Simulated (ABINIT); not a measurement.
## Beyond one shot: BaH2 (P6_3/mmc)

Aim: iterate the self-energy on BaH2 (P6_3/mmc) and follow the gap from cycle to cycle.

Method: PBEsol and many-body steps on it, plane waves, in ABINIT 10.8.3.

### Step 1. Set-up

Symmetry: P6_3/mmc, No. 194, hexagonal system. The conventional cell has a = 4.462 Å, b = 4.462 Å, c = 6.055 Å, α = 90.00°, β = 90.00°, γ = 120.00°. Nearest to Ba lie 11 H at 2.58 to 3.03 Å. Nearest to H lie 5 Ba at 2.58 to 3.03 Å and 6 H at 2.99 Å. Nearest to H lie 6 Ba at 2.99 Å and 8 H at 2.99 to 3.03 Å. Farther neighbours are not listed.

The cell and positions are those that the Materials Project relaxed with its own functionals (PBE, PBE+U or r2SCAN), kept fixed. Spin-orbit coupling is left out unless a step names it.

### Step 2. Empty states on the mesh, 3×3×2 mesh, 313 bands

This step: ABINIT 10.8.3; DFT, PBEsol, plane waves, norm-conserving pseudopotentials.

The sums over transitions need many empty states on a uniform mesh; this step solves for them.

The input, run.abi:

```
acell 3*1.0 Angstrom
rprim 
  4.462025052349 0.000000000014 0.000000000000
  -2.231012526186 3.864227047650 0.000000000000
  0.000000000000 0.000000000000 6.055292590000
ntypat 2
znucl 56 1
natom 6
typat 1 1 2 2 2 2
xred 
  0.666666666667 0.333333333333 0.750000000000
  0.333333333333 0.666666666667 0.250000000000
  0.333333333333 0.666666666667 0.750000000000
  0.666666666667 0.333333333333 0.250000000000
  -0.000000000000 -0.000000000000 0.500000000000
  -0.000000000000 -0.000000000000 0.000000000000
pp_dirpath "pseudos"
pseudos "Ba.upf, H.upf"
ecut 32
ngkpt 3 3 2
nshiftk 1
shiftk 0 0 0
kptopt 1
chksymbreak 0
iscf -2
irdden 1
istwfk *1
nband 313
nbdbuf 28
tolwfr 1e-09
nstep 60
prtvol 0
indata_prefix "in"
outdata_prefix "out"
tmpdata_prefix "tmp"
```

Launch:

```bash
> OMP_NUM_THREADS=1 mpirun -n 8 abinit run.abi > log
```

Numbers of over 12 decimals in the logs are rounded to 6 here.

The log of the run:

```text
.Version 10.8.3 of ABINIT. v10.8.2 released Aug 2026.

 Symmetries : space group P6_3/m m c (#194); Bravais hP (primitive hexag.)
[... echo of the input left out ...]
== DATASET  1 ==================================================================
-   mpi_nproc: 8, omp_nthreads: 1 (-1 if OMP is not activated)
-    --> not optimal distribution: autoparal keyword recommended in input file <--

--- !DatasetInfo
iteration_state: {dtset: 1, }
dimensions: {natom: 6, nkpt: 6, mband: 313, nsppol: 1, nspinor: 1, nspden: 1, mpw: 6126, }
cutoff_energies: {ecut:  32.0, pawecutdg:  -1.0, }
[...]
3.98676    3.99126    3.99126    4.00513    4.00514    4.02233    4.02233    4.03816
   4.03816    4.07609    4.09362    4.09390    4.13286    4.13414    4.14361    4.14524
   4.18246
 prteigrs : prtvol=0 or 1, do not print more k-points.

== END DATASET(S) ==============================================================
================================================================================

 -outvars: echo values of variables after computation  --------
            nband         313
             nkpt           6
          spgroup         194
 [... the other variables as echoed above ...]

 Calculation completed.
```

Elapsed: 3.1 min, on 8 MPI ranks of Arm Neoverse N1, shared host; peak memory 0.87 GiB; 25 min of CPU time.

This step gave:

```yaml
gap: 1.473 eV
k_of_the_valence_top: 0, 0, 0
k_of_the_conduction_bottom: 0.3333, 0.3333, 0.5
least_direct_gap: 2.725 eV
k_points_computed: 6
lowest_point_of_the_top_converged_band_above_the_valence_top: 99.8299 eV
```

On this mesh the gap is 1.473 eV.

The density comes from a self-consistent run that is not shown.

### Step 3. Screening, 3×3×2 mesh, 285 bands, screening to 163.3 eV

The RPA dielectric matrix is built and inverted for each q.

This step: RPA screening on PBEsol, plane waves, norm-conserving pseudopotentials.

run.abi, as its differences from that of step 2:

```diff
@@ -24,10 +24,11 @@
 chksymbreak 0
-iscf -2
-irdden 1
 istwfk *1
-nband 313
-nbdbuf 28
-tolwfr 1e-09
-nstep 60
-prtvol 0
+occopt 1
+irdwfk 1
+optdriver 3
+nband 285
+ecuteps 6
+inclvkb 2
+awtr 1
+symchi 1
 indata_prefix "in"
```

The log of the run:

```text
.Version 10.8.3 of ABINIT. v10.8.2 released Aug 2026.

 Symmetries : space group P6_3/m m c (#194); Bravais hP (primitive hexag.)
[... echo of the input left out ...]
== DATASET  1 ==================================================================
-   mpi_nproc: 8, omp_nthreads: 1 (-1 if OMP is not activated)

--- !DatasetInfo
iteration_state: {dtset: 1, }
dimensions: {natom: 6, nkpt: 6, mband: 285, nsppol: 1, nspinor: 1, nspden: 1, mpw: 6126, }
cutoff_energies: {ecut:  32.0, pawecutdg:  -1.0, }
electrons: {nelect:   2.40000000E+01, charge:   0.00000000E+00, occopt:   1.00000000E+00, tsmear:   1.00000000E-02, }

 SCREENING: Calculation of the susceptibility and dielectric matrices

 Based on a program developped by R.W. Godby, V. Olevano, G. Onida, and L. Reining.
 Incorporated in ABINIT by V. Olevano, G.-M. Rignanese, and M. Torrent.
.Using double precision arithmetic ; gwpc =  8

[... cell and pseudopotentials left out ...]
--------------------------------------------------------------------------------

 ==== K-mesh for the wavefunctions ====
 Number of points in the irreducible wedge :     6
[... list of points left out ...]
 Together with 24 symmetry operations and time-reversal symmetry
 yields    18 points in the full Brillouin Zone.

 ==== Q-mesh for the screening function ====
 Number of points in the irreducible wedge :     6
[... list of points left out ...]
 Together with 24 symmetry operations and time-reversal symmetry
 yields    18 points in the full Brillouin Zone.

 setmesh: FFT mesh size selected  =    36x   36x   48
          total number of points  =        62208

 vcoul_init : cutoff-mode = AUXILIARY_FUNCTION
 q-points for optical limit:   1
     1)      0.000010    0.000020    0.000030

- screening: taking advantage of time-reversal symmetry
- Maximum band index for partially occupied states nbvw = 12
- Remaining bands to be divided among processors   nbcw = 273
- Number of bands treated by each node ~34

 Number of electrons calculated from density =   24.0000; Expected =   24.0000
 average of density, n =  0.034063
 r_s =    1.9137
 omega_plasma =   17.8032 [eV]

 calculating chi0 at frequencies [eV] :
  1    0.000000E+00    0.000000E+00
  2    0.000000E+00    1.780320E+01

--------------------------------------------------------------------------------
  q-point number  1        q = ( 0.000000, 0.000000, 0.000000) [r.l.u.]
--------------------------------------------------------------------------------
[... chi0 elements left out ...]
 For q-point:  0.000010 0.000020 0.000030
  dielectric constant =   5.8421
  dielectric constant without local fields =   6.5045

  Average fulfillment of the sum rule on Im[epsilon] for q-point    1 :     98.45  [%]
[... wings left out ...]
  q-point number  2        q = ( 0.333333, 0.000000, 0.000000) [r.l.u.]
--------------------------------------------------------------------------------
[... chi0 elements left out ...]
  Average fulfillment of the sum rule on Im[epsilon] for q-point    2 :    101.34  [%]

 [... 4 further q-points ...]
```

It took 96 s on 8 MPI ranks; peak memory 3.3 GiB; 13 min of CPU time.

This step gave:

* ε∞ with local fields, on this mesh, along the program's q direction: 5.842
* the same without local fields: 6.505
* plasma frequency: 17.80 eV
* plane waves in the screening matrix: 493

Local fields lower ε∞ by 10 %. On a Γ-centred mesh this coarse the value itself is usually too large, while a short band sum pulls it down.

### Step 4. G0W0

The self-energy is evaluated for the states that the input lists, and the levels follow from it, in one-shot runs by the linearised quasiparticle equation.

This step: G0W0 on PBEsol, plane waves, norm-conserving pseudopotentials.

run.abi, as its differences from that of step 3:

```diff
@@ -27,8 +27,17 @@
 irdwfk 1
-optdriver 3
+optdriver 4
 nband 285
+gwcalctyp 0
+ecutsigx 32
+symsigma 1
+nkptgw 2
+kptgw 
+  0.0000000000 0.0000000000 0.0000000000
+  0.3333333333 0.3333333333 0.5000000000
+bdgw 
+  11 14
+  11 14
 ecuteps 6
-inclvkb 2
-awtr 1
-symchi 1
+irdscr 1
+ppmodel 1
 indata_prefix "in"
```

The log of the run:

```text
.Version 10.8.3 of ABINIT. v10.8.2 released Aug 2026.

 Symmetries : space group P6_3/m m c (#194); Bravais hP (primitive hexag.)
[... echo of the input left out ...]
== DATASET  1 ==================================================================
-   mpi_nproc: 8, omp_nthreads: 1 (-1 if OMP is not activated)

--- !DatasetInfo
iteration_state: {dtset: 1, }
dimensions: {natom: 6, nkpt: 6, mband: 285, nsppol: 1, nspinor: 1, nspden: 1, mpw: 6126, }
cutoff_energies: {ecut:  32.0, pawecutdg:  -1.0, }
electrons: {nelect:   2.40000000E+01, charge:   0.00000000E+00, occopt:   1.00000000E+00, tsmear:   1.00000000E-02, }

 SIGMA: Calculation of the GW corrections

 Based on a program developped by R.W. Godby, V. Olevano, G. Onida, and L. Reining.
 Incorporated in ABINIT by V. Olevano, G.-M. Rignanese, and M. Torrent.
.Using double precision arithmetic ; gwpc =  8

[... cell and pseudopotentials left out ...]
--------------------------------------------------------------------------------

 ==== K-mesh for the wavefunctions ====
 Number of points in the irreducible wedge :     6
[... list of points left out ...]
 Together with 24 symmetry operations and time-reversal symmetry
 yields    18 points in the full Brillouin Zone.

 ==== Q-mesh for screening function ====
 Number of points in the irreducible wedge :     6
[... list of points left out ...]
 Together with 24 symmetry operations and time-reversal symmetry
 yields    18 points in the full Brillouin Zone.

 vcoul_init : cutoff-mode = AUXILIARY_FUNCTION
 q-points for optical limit:   1
     1)      0.000010    0.000020    0.000030
 setmesh: FFT mesh size selected  =    40x   40x   60
          total number of points  =        96000

 Number of electrons calculated from density =   24.0000; Expected =   24.0000
 average of density, n =  0.034063
 r_s =    1.9137
 omega_plasma =   17.8032 [eV]

 === KS Band Gaps ===
  >>>> For spin  1
   Minimum direct gap =   2.7256 [eV], located at k-point      :   0.0000  0.0000  0.0000
   Fundamental gap    =   1.4734 [eV], Top of valence bands at :   0.0000  0.0000  0.0000
                                       Bottom of conduction at :   0.3333  0.3333  0.5000
 SIGMA fundamental parameters:
 PLASMON POLE MODEL  1
 number of plane-waves for SigmaX                 6089
 number of plane-waves for SigmaC and W            493
 number of plane-waves for wavefunctions          6089
 number of bands                                   285
 number of independent spin polarizations            1
 number of spinorial components                      1
 number of k-points in IBZ                           6
 number of q-points in IBZ                           6
 number of symmetry operations                      24
 number of k-points in BZ                           18
 number of q-points in BZ                           18
 number of frequencies for dSigma/dE                 9
 frequency step for dSigma/dE [eV]                0.25
 number of omega for Sigma on real axis              0
 max omega for Sigma on real axis  [eV]           0.00
 zcut for avoiding poles [eV]                     0.10

 EPSILON^-1 parameters (SCR file):
 dimension of the eps^-1 matrix on file            493
 dimension of the eps^-1 matrix used               493
 number of plane-waves for wavefunctions          6089
 number of bands                                   285
 number of q-points in IBZ                           6
 number of frequencies                               2
 number of real frequencies                          1
 number of imag frequencies                          1

 matrix elements of self-energy operator (all in [eV])

 Perturbative Calculation

--- !SelfEnergy_ee
iteration_state: {dtset: 1, }
kpoint     : [   0.000,    0.000,    0.000, ]
spin       : 1
KS_gap     :    2.726
QP_gap     :    4.342
Delta_QP_KS:    1.617
data: !SigmaeeData |
     Band     E0 <VxcDFT>   SigX SigC(E0)      Z dSigC/dE  Sig(E)    E-E0       E
       11   3.623 -10.601 -13.543   1.602   0.771  -0.297 -11.634  -1.033   2.590
       12   4.131 -10.778 -13.538   1.421   0.774  -0.292 -11.814  -1.036   3.095
       13   6.857  -9.229  -4.726  -3.787   0.812  -0.231  -8.648   0.581   7.437
       14   6.857  -9.229  -4.726  -3.787   0.812  -0.231  -8.648   0.581   7.437

--- !SelfEnergy_ee
iteration_state: {dtset: 1, }
kpoint     : [   0.333,    0.333,    0.500, ]
spin       : 1
KS_gap     :    3.017
QP_gap     :    4.665
Delta_QP_KS:    1.648
data: !SigmaeeData |
     Band     E0 <VxcDFT>   SigX SigC(E0)      Z dSigC/dE  Sig(E)    E-E0       E
       11   2.587 -11.072 -14.405   1.896   0.773  -0.293 -12.184  -1.112   1.475
       12   2.587 -11.072 -14.405   1.896   0.773  -0.293 -12.184  -1.112   1.475
       13   5.605  -8.695  -4.279  -3.756   0.813  -0.230  -8.159   0.536   6.140
       14   5.605  -8.695  -4.279  -3.756   0.813  -0.230  -8.159   0.536   6.140

== END DATASET(S) ==============================================================
================================================================================

 -outvars: echo values of variables after computation  --------
           etotal      0.0000000000E+00
            nband         285
             nkpt           6
          spgroup         194
 [... the other variables as echoed above ...]

 Calculation completed.
```

The job ended after 46 s (8 MPI ranks; peak memory 3.3 GiB; 6.2 min of CPU time).

Numbers from this step:

| Property | Result |
| --- | --- |
| G0W0 gap on the points computed | 3.045 eV |
| starting gap on the mesh | 1.473 eV |
| k of the valence top | 0, 0, 0 |
| k of the conduction bottom | 0.3333, 0.3333, 0.5 |
| Z at the valence top | 0.774 |
| Z at the conduction bottom | 0.813 |
| least direct G0W0 gap on the computed points | 4.342 eV |

The gap on the mesh goes from 1.47 eV to 3.04 eV, a correction of +1.57 eV.

### Step 5. evGW0, cycle 1

This step: evGW0 on PBEsol, plane waves, norm-conserving pseudopotentials.

run.abi, as its differences from that of step 4:

```diff
@@ -29,12 +29,20 @@
 nband 285
-gwcalctyp 0
+gwcalctyp 10
 ecutsigx 32
 symsigma 1
-nkptgw 2
+nkptgw 6
 kptgw 
   0.0000000000 0.0000000000 0.0000000000
+  0.3333333333 0.0000000000 0.0000000000
+  0.3333333333 0.3333333333 0.0000000000
+  0.0000000000 0.0000000000 0.5000000000
+  0.3333333333 0.0000000000 0.5000000000
   0.3333333333 0.3333333333 0.5000000000
 bdgw 
-  11 14
-  11 14
+  9 18
+  9 18
+  9 18
+  9 18
+  9 18
+  9 18
 ecuteps 6
```

The log of the run:

```text
.Version 10.8.3 of ABINIT. v10.8.2 released Aug 2026.

 Symmetries : space group P6_3/m m c (#194); Bravais hP (primitive hexag.)
[... echo of the input left out ...]
== DATASET  1 ==================================================================
-   mpi_nproc: 8, omp_nthreads: 1 (-1 if OMP is not activated)

--- !DatasetInfo
iteration_state: {dtset: 1, }
dimensions: {natom: 6, nkpt: 6, mband: 285, nsppol: 1, nspinor: 1, nspden: 1, mpw: 6126, }
cutoff_energies: {ecut:  32.0, pawecutdg:  -1.0, }
electrons: {nelect:   2.40000000E+01, charge:   0.00000000E+00, occopt:   1.00000000E+00, tsmear:   1.00000000E-02, }

 SIGMA: Calculation of the GW corrections

 Based on a program developped by R.W. Godby, V. Olevano, G. Onida, and L. Reining.
 Incorporated in ABINIT by V. Olevano, G.-M. Rignanese, and M. Torrent.
.Using double precision arithmetic ; gwpc =  8

[... cell and pseudopotentials left out ...]
--------------------------------------------------------------------------------

 ==== K-mesh for the wavefunctions ====
 Number of points in the irreducible wedge :     6
[... list of points left out ...]
 Together with 24 symmetry operations and time-reversal symmetry
 yields    18 points in the full Brillouin Zone.

 ==== Q-mesh for screening function ====
 Number of points in the irreducible wedge :     6
[... list of points left out ...]
 Together with 24 symmetry operations and time-reversal symmetry
 yields    18 points in the full Brillouin Zone.

 vcoul_init : cutoff-mode = AUXILIARY_FUNCTION
 q-points for optical limit:   1
     1)      0.000010    0.000020    0.000030
 setmesh: FFT mesh size selected  =    40x   40x   60
          total number of points  =        96000

 Number of electrons calculated from density =   24.0000; Expected =   24.0000
[...]
KS_gap     :    4.090
QP_gap     :    5.697
Delta_QP_KS:    1.607
data: !SigmaeeData |
     Band     E_DFT   <VxcDFT>   E(N-1)  <Hhartree>   SigX  SigC[E(N-1)]    Z     dSigC/dE  Sig[E(N)]  DeltaE  E(N)_pert E(N)_diago
[...]
--- !SelfEnergy_ee
iteration_state: {dtset: 1, }
kpoint     : [   0.333,    0.333,    0.500, ]
spin       : 1
KS_gap     :    3.017
QP_gap     :    4.665
Delta_QP_KS:    1.648
data: !SigmaeeData |
     Band     E_DFT   <VxcDFT>   E(N-1)  <Hhartree>   SigX  SigC[E(N-1)]    Z     dSigC/dE  Sig[E(N)]  DeltaE  E(N)_pert E(N)_diago
[...]
17     9.080    -9.718     9.080    18.798    -4.660    -4.197     0.805    -0.243    -9.025     0.692     9.772     9.941
       18     9.080    -9.718     9.080    18.798    -4.660    -4.197     0.805    -0.243    -9.025     0.692     9.772     9.941

 New Fermi energy :        1.663973E-01 Ha ,    4.527901E+00 eV

 === QP Band Gaps ===
  >>>> For spin  1
   Minimum direct gap =   4.7793 [eV], located at k-point      :   0.0000  0.0000  0.0000
   Fundamental gap    =   3.4710 [eV], Top of valence bands at :   0.0000  0.0000  0.0000
                                       Bottom of conduction at :   0.3333  0.3333  0.5000

 writing QP data on file : out_QPS

 Convergence of QP corrections
 >>>>> For spin  1 <<<<<
.  kptgw no:  1; Maximum DeltaE = ( -12.184   0.000) for band index:  1
.  kptgw no:  2; Maximum DeltaE = (  -1.033  -0.000) for band index:  1
.  kptgw no:  3; Maximum DeltaE = (  -0.997   0.000) for band index:  2
.  kptgw no:  4; Maximum DeltaE = (  -1.073   0.000) for band index:  1
.  kptgw no:  5; Maximum DeltaE = (  -1.017   0.000) for band index:  1
.  kptgw no:  6; Maximum DeltaE = (   0.561   0.000) for band index:  4

== END DATASET(S) ==============================================================
================================================================================

 -outvars: echo values of variables after computation  --------
           etotal      0.0000000000E+00
            nband         285
             nkpt           6
          spgroup         194
 [... the other variables as echoed above ...]

 Calculation completed.
```

Wall time 6.6 min (8 MPI ranks); peak memory 3.9 GiB; 53 min of CPU time.

Numbers from this step:

* quasiparticle gap on the mesh: 3.471 eV
* gap of the density functional on the mesh: 1.473 eV
* k of the valence top: 0, 0, 0
* k of the conduction bottom: 0.3333, 0.3333, 0.5
* Z at the valence top: 0.774
* Z at the conduction bottom: 0.813
* least direct quasiparticle gap on the computed points: 4.78 eV

Against G0W0 in ABINIT (3×3×2 mesh, 285 bands, screening to 163.3 eV, Godby-Needs plasmon pole), the gap moves by +0.426 eV. This first cycle still uses the starting levels; it takes the full correction, at all points of the mesh, and its linearised value is 3.045 eV.

### Step 6. evGW0, cycle 2

The corrected levels of the last cycle go back in.

run.abi, as its differences from that of step 5:

```diff
@@ -50,2 +50,3 @@
 ppmodel 1
+irdqps 1
 indata_prefix "in"
```

The log of the run:

```text
.Version 10.8.3 of ABINIT. v10.8.2 released Aug 2026.

 Symmetries : space group P6_3/m m c (#194); Bravais hP (primitive hexag.)
[... echo of the input left out ...]
== DATASET  1 ==================================================================
-   mpi_nproc: 8, omp_nthreads: 1 (-1 if OMP is not activated)

--- !DatasetInfo
iteration_state: {dtset: 1, }
dimensions: {natom: 6, nkpt: 6, mband: 285, nsppol: 1, nspinor: 1, nspden: 1, mpw: 6126, }
cutoff_energies: {ecut:  32.0, pawecutdg:  -1.0, }
[...]
.  kptgw no:  4; Maximum DeltaE = (   0.084   0.000) for band index:  1
.  kptgw no:  5; Maximum DeltaE = (   0.079   0.000) for band index: 10
.  kptgw no:  6; Maximum DeltaE = (   0.082   0.000) for band index: 10

== END DATASET(S) ==============================================================
================================================================================

 -outvars: echo values of variables after computation  --------
           etotal      0.0000000000E+00
            nband         285
             nkpt           6
          spgroup         194
 [... the other variables as echoed above ...]

 Calculation completed.
```

Wall time 6.6 min (8 MPI ranks); peak memory 3.9 GiB.

Numbers from this step:

- quasiparticle gap on the mesh: 3.299 eV
- gap of the density functional on the mesh: 1.473 eV
- k of the valence top: 0, 0, 0
- k of the conduction bottom: 0.3333, 0.3333, 0.5
- least direct quasiparticle gap on the computed points: 4.59 eV

Against the cycle before, the gap moves by −0.172 eV.

(Continued in part 2 of 3.)

[Paths, hosts, dates, memory and timing lines, banners, echoed tables and standing remarks are left out of the program output.]

[Logs are printed without paths, hosts, clocks, repeated set-up lines and the standing remarks that a program may print on its own settings, such as how far it seeks lower states.]

[Runs of the session that timed out or met a known fault of the program may be left out.]

[Hosts, paths, dates, database ids (printed as entryN), source tags and the programs' standing remarks are cut or masked in the printed files.]

[G0W0 gaps are taken among the corrected bands and points alone; a level outside them can change the order at an edge.]

[Where Ansatz stands beside ABINIT at settings called matched, ABINIT's density can come from a denser mesh and the files from another edition; pairs whose starting gaps differed by over 0.03 eV were left out, so agreement reads better than it is.]
